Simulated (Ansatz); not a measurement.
## La3InB (Pm-3m): Grüneisen parameters

Does La3InB (Pm-3m) expand much on heating, by its phonons?

Main program and level: Ansatz 0.2.0; DFT PBEsol, scalar-relativistic, plane waves, PAW; PAW set soft_1.

Report form: inputs, costs, results and the conclusion, without the logs.

### 1. The structure

Symmetry: Pm-3m, No. 221, cubic system. The conventional cell has a = 5.247 Å, b = 5.247 Å, c = 5.247 Å, α = 90.00°, β = 90.00°, γ = 90.00°. Nearest to La lie 2 B at 2.62 Å and 8 La at 3.71 Å and 4 In at 3.71 Å. Nearest to In lie 12 La at 3.71 Å. B has 6 La at 2.62 Å nearest. Farther neighbours, and contacts between anions beyond the nearest, are not listed.

### 2. Phonons on a q mesh

Stability and thermal properties need the whole zone. Linear response on a 2×2×2 q mesh gives force constants as far as a supercell of that size would.

File input.yaml:

```yaml
crystal:
  lattice:
    - [5.2472787968, 0.0, 0.0]
    - [0.0, 5.2472787968, 0.0]
    - [0.0, 0.0, 5.2472787968]
  atoms:
    - { symbol: La, position: [0.5, 0.0, 0.5] }
    - { symbol: La, position: [0.5, 0.5, 0.0] }
    - { symbol: La, position: [0.0, 0.5, 0.5] }
    - { symbol: In, position: [0.0, 0.0, 0.0] }
    - { symbol: B, position: [0.5, 0.5, 0.5] }
kpoints:
  mp_grid: { grid: [8, 8, 8] }
hamiltonian:
  xc: pbesol
  pseudopotentials: { kind: paw, azcp: { folder: soft_1 }, xc_functional: pbe }
scf:
  occupations: { method: methfessel_paxton, width: 0.2 }
output:
  eigenvalues: true
phonons:
  method: dfpt
  qmesh: [2, 2, 2]
  temperatures: { t_max: 1000, t_step: 50 }
  qpath:
    path:
      - [[0.0, 0.0, 0.0], [0.0, 0.5, 0.0], [0.5, 0.5, 0.0], [0.0, 0.0, 0.0], [0.5, 0.5, 0.5], [0.0, 0.5, 0.0]]
      - [[0.5, 0.5, 0.5], [0.5, 0.5, 0.0]]
    npoints: 10
```

Started as:

```sh
> ansatz run input.yaml --threads 4 --pin off --max-ram 10240MiB --backend cpu --events-out ev --progress --plain --runs-dir out
```

It took 4.7 min on 4 threads of AMD EPYC 9B14 (Zen 4), shared host; peak memory 2.1 GiB; 18 min of CPU time.

Numbers from this step:

```
volume per atom                                         : 28.90 Å³
gap on the k-mesh                                       : 0 eV
sum-rule residual before enforcement                    : 4.67e-5 eV/Å²
lowest frequency on the path                            : -118.0 cm⁻¹
point group                                             : m-3m
highest frequency on path, mesh or solved points        : 410.3 cm⁻¹
highest optical mode at the zone centre (no LO-TO term) : 162.0 cm⁻¹
lowest optical zone-centre mode                         : -118.0 cm⁻¹
lowest mode on the q mesh (acoustic modes at Γ apart)   : -118.0 cm⁻¹
```

Frequencies (cm⁻¹) solved at each irreducible wavevector; negative means imaginary. Frequencies by wavevector, by row:

| q in reciprocal lattice units | star | mode 1 | mode 2 | mode 3 | mode 4 | mode 13 | mode 14 | mode 15 |
| --- | --- | --- | --- | --- | --- | --- | --- | --- |
| 0 0 0 | 1 | -118 | -118 | -118 | -59.9 | 162 | 162 | 162 |
| 0 0 -0.5 | 3 | -12.6 | -12.6 | 36.8 | 42 | 305.2 | 305.2 | 329.7 |
| 0 -0.5 -0.5 | 3 | 18.3 | 53.6 | 53.6 | 61.9 | 349.5 | 361.8 | 361.8 |
| -0.5 -0.5 -0.5 | 1 | -3.7 | -3.7 | -3.7 | 54 | 410.3 | 410.3 | 410.3 |

Symmetry leaves 4 wavevectors to solve. The lowest mode among them, the acoustic zeros apart, lies at Γ and is imaginary, 118.0i cm⁻¹, so the energy falls along it.

### 3. Relaxing at another volume, volume ratio 0.97

The volume is scaled by 0.97 and held; symmetry leaves nothing to relax, so this is a single point. The modes can then be followed against volume.

input.yaml, the sections that differ from step 2:

```yaml
crystal:
  lattice:
    - [5.1942723567, 0.0, 0.0]
    - [0.0, 5.1942723567, 0.0]
    - [0.0, 0.0, 5.1942723567]
  atoms:
    - { symbol: La, position: [0.5, 0.0, 0.5] }
    - { symbol: La, position: [0.5, 0.5, 0.0] }
    - { symbol: La, position: [0.0, 0.5, 0.5] }
    - { symbol: In, position: [0.0, 0.0, 0.0] }
    - { symbol: B, position: [0.5, 0.5, 0.5] }
output:
  forces: true
  stress: true
  eigenvalues: true
# kpoints, hamiltonian, scf: as in step 2
# phonons: removed
```

It took 2 s on 4 threads; peak memory 0.58 GiB.

This step gave:

| Property | Result |
| --- | --- |
| pressure | 1.549 GPa |
| volume per atom | 28.03 Å³ |

The run ends at a pressure of 1.55 GPa.

### 4. Phonons at the other volume, volume ratio 0.97

The phonons are repeated at this volume on the same meshes, so that differences come from the volume alone.

Edit input.yaml of step 3 so:

```diff
@@ -19,4 +19,11 @@
 output:
-  forces: true
-  stress: true
   eigenvalues: true
+phonons:
+  method: dfpt
+  qmesh: [2, 2, 2]
+  temperatures: { t_max: 1000, t_step: 50 }
+  qpath:
+    path:
+      - [[0.0, 0.0, 0.0], [0.0, 0.5, 0.0], [0.5, 0.5, 0.0], [0.0, 0.0, 0.0], [0.5, 0.5, 0.5], [0.0, 0.5, 0.0]]
+      - [[0.5, 0.5, 0.5], [0.5, 0.5, 0.0]]
+    npoints: 10
```

Run time: 4.6 min. Hardware: 4 threads; peak memory 2.1 GiB.

Numbers from this step:

- sum-rule residual before enforcement: 4.12e-5 eV/Å²
- lowest frequency on the path: -134.7 cm⁻¹
- highest frequency on path, mesh or solved points: 421.7 cm⁻¹
- highest optical mode at the zone centre (no LO-TO term): 178.2 cm⁻¹
- lowest optical zone-centre mode: -134.7 cm⁻¹
- lowest mode on the q mesh (acoustic modes at Γ apart): -134.7 cm⁻¹

Frequencies (cm⁻¹) solved at each irreducible wavevector; negative means imaginary. Frequencies by wavevector, by row:

| q in reciprocal lattice units | star | mode 1 | mode 2 | mode 3 | mode 4 | mode 13 | mode 14 | mode 15 |
| --- | --- | --- | --- | --- | --- | --- | --- | --- |
| 0 0 0 | 1 | -134.7 | -134.7 | -134.7 | -66.2 | 178.2 | 178.2 | 178.2 |
| 0 0 -0.5 | 3 | -21.7 | -21.7 | 39.9 | 41 | 320.7 | 320.7 | 335.8 |
| 0 -0.5 -0.5 | 3 | 19.8 | 54.9 | 54.9 | 62 | 368.9 | 368.9 | 369.4 |
| -0.5 -0.5 -0.5 | 1 | 6.7 | 6.7 | 6.7 | 59 | 421.7 | 421.7 | 421.7 |

The highest optical mode at the zone centre (no LO-TO term) is 178.2 cm⁻¹, +16.3 cm⁻¹ against the base run.

### 5. Relaxing at another volume, volume ratio 1.03

The volume is scaled by 1.03 and held; symmetry leaves nothing to relax, so this is a single point. The modes can then be followed against volume.

input.yaml, the sections that differ from step 4:

```yaml
crystal:
  lattice:
    - [5.2992354312, 0.0, 0.0]
    - [0.0, 5.2992354312, 0.0]
    - [0.0, 0.0, 5.2992354312]
  atoms:
    - { symbol: La, position: [0.5, 0.0, 0.5] }
    - { symbol: La, position: [0.5, 0.5, 0.0] }
    - { symbol: La, position: [0.0, 0.5, 0.5] }
    - { symbol: In, position: [0.0, 0.0, 0.0] }
    - { symbol: B, position: [0.5, 0.5, 0.5] }
output:
  forces: true
  stress: true
  eigenvalues: true
# kpoints, hamiltonian, scf: as in step 4
# phonons: removed
```

The job ended after 2.2 s (4 threads; peak memory 0.61 GiB; 7.9 s of CPU time).

Read from the output:

```yaml
pressure: -1.357 GPa
volume_per_atom: 29.76 Å³
```

The run ends at a pressure of -1.36 GPa.

### 6. Phonons at the other volume, volume ratio 1.03

Edit input.yaml of step 5 so:

```diff
@@ -19,4 +19,11 @@
 output:
-  forces: true
-  stress: true
   eigenvalues: true
+phonons:
+  method: dfpt
+  qmesh: [2, 2, 2]
+  temperatures: { t_max: 1000, t_step: 50 }
+  qpath:
+    path:
+      - [[0.0, 0.0, 0.0], [0.0, 0.5, 0.0], [0.5, 0.5, 0.0], [0.0, 0.0, 0.0], [0.5, 0.5, 0.5], [0.0, 0.5, 0.0]]
+      - [[0.5, 0.5, 0.5], [0.5, 0.5, 0.0]]
+    npoints: 10
```

Wall time 4.8 min (4 threads); peak memory 2.2 GiB; 18 min of CPU time.

Read from the output:

```
sum-rule residual before enforcement                    : 3.75e-5 eV/Å²
lowest frequency on the path                            : -96.87 cm⁻¹
highest frequency on path, mesh or solved points        : 398.9 cm⁻¹
highest optical mode at the zone centre (no LO-TO term) : 147.6 cm⁻¹
lowest optical zone-centre mode                         : -96.87 cm⁻¹
lowest mode on the q mesh (acoustic modes at Γ apart)   : -96.87 cm⁻¹
```

The highest optical mode at the zone centre (no LO-TO term) is 147.6 cm⁻¹, -14.4 cm⁻¹ against the base run.

### 7. Grüneisen parameters

The Grüneisen parameter of a mode is minus the logarithmic change of its frequency with volume, −d ln ω / d ln V; weighted by heat capacity it gives the expansion.

This step gave:

| Item | Value |
| --- | --- |
| bulk modulus | 48.4 GPa |

The phonon branches at the labelled points (cm⁻¹):

| point | branch 1 | branch 2 | branch 3 | branch 4 | branch 12 | branch 13 | branch 14 | branch 15 |
| --- | --- | --- | --- | --- | --- | --- | --- | --- |
| Γ | -118 | -118 | -118 | -60 | 67 | 162 | 162 | 162 |
| halfway | -44 | -44 | -33 | 24 | 125 | 230 | 230 | 236 |
| X | -13 | -13 | 37 | 42 | 143 | 305 | 305 | 330 |
| halfway | 22 | 37 | 43 | 48 | 142 | 328 | 333 | 346 |
| M | 18 | 54 | 54 | 62 | 145 | 350 | 362 | 362 |
| halfway | -28 | -12 | 28 | 36 | 125 | 282 | 288 | 289 |
| Γ | -118 | -118 | -118 | -60 | 67 | 162 | 162 | 162 |
| halfway | -26 | 25 | 25 | 60 | 131 | 325 | 325 | 325 |
| R | -4 | -4 | -4 | 54 | 166 | 410 | 410 | 410 |
| halfway | 16 | 23 | 34 | 64 | 145 | 357 | 358 | 367 |
| X | -13 | -13 | 37 | 42 | 143 | 305 | 305 | 330 |
| jump to R | -4 | -4 | -4 | 54 | 166 | 410 | 410 | 410 |
| halfway | 13 | 27 | 27 | 62 | 154 | 380 | 387 | 387 |
| M | 18 | 54 | 54 | 62 | 145 | 350 | 362 | 362 |

The same for volume x 0.97:

| point | branch 1 | branch 2 | branch 3 | branch 4 | branch 12 | branch 13 | branch 14 | branch 15 |
| --- | --- | --- | --- | --- | --- | --- | --- | --- |
| Γ | -135 | -135 | -135 | -66 | 72 | 178 | 178 | 178 |
| X | -22 | -22 | 40 | 41 | 149 | 321 | 321 | 336 |
| M | 20 | 55 | 55 | 62 | 150 | 369 | 369 | 369 |
| Γ | -135 | -135 | -135 | -66 | 72 | 178 | 178 | 178 |
| R | 7 | 7 | 7 | 59 | 172 | 422 | 422 | 422 |
| X | -22 | -22 | 40 | 41 | 149 | 321 | 321 | 336 |
| R | 7 | 7 | 7 | 59 | 172 | 422 | 422 | 422 |
| M | 20 | 55 | 55 | 62 | 150 | 369 | 369 | 369 |

The same for volume x 1.03:

| point | branch 1 | branch 2 | branch 3 | branch 4 | branch 12 | branch 13 | branch 14 | branch 15 |
| --- | --- | --- | --- | --- | --- | --- | --- | --- |
| Γ | -97 | -97 | -97 | -54 | 62 | 148 | 148 | 148 |
| X | 5 | 5 | 35 | 43 | 137 | 290 | 290 | 324 |
| M | 17 | 52 | 52 | 62 | 140 | 330 | 355 | 355 |
| Γ | -97 | -97 | -97 | -54 | 62 | 148 | 148 | 148 |
| R | -8 | -8 | -8 | 48 | 161 | 399 | 399 | 399 |
| X | 5 | 5 | 35 | 43 | 137 | 290 | 290 | 324 |
| R | -8 | -8 | -8 | 48 | 161 | 399 | 399 | 399 |
| M | 17 | 52 | 52 | 62 | 140 | 330 | 355 | 355 |

### 8. What came out

```
bulk modulus : 48.4 GPa
```

No expansion is given, because modes are imaginary at one volume or more. The highest optical mode at Γ goes from 178 to 148 cm⁻¹ as the cell grows, a Grüneisen parameter of 3.14. Branches are matched by rank, so values near crossings are rough. With no gap, or one that is small against the smearing, the frequencies hang on the k mesh and the smearing, most of all near Kohn anomalies. The phonon runs are without spin polarisation, although the cell has an odd electron count. Spin-orbit coupling is left out, which can matter for the heavy elements here. The PAW files were made for PBE and serve the other functionals too.

[Long decimals in the printed logs are rounded to 6 places.]

[Logs are printed without paths, hosts, clocks, repeated set-up lines and the standing remarks that a program may print on its own settings, such as how far it seeks lower states.]

[Hosts, paths, dates, database ids (printed as entryN), source tags and the programs' standing remarks are cut or masked in the printed files.]

[Where the starting crystal was built by hand or by swapping elements, it need not be the compound's stable phase.]
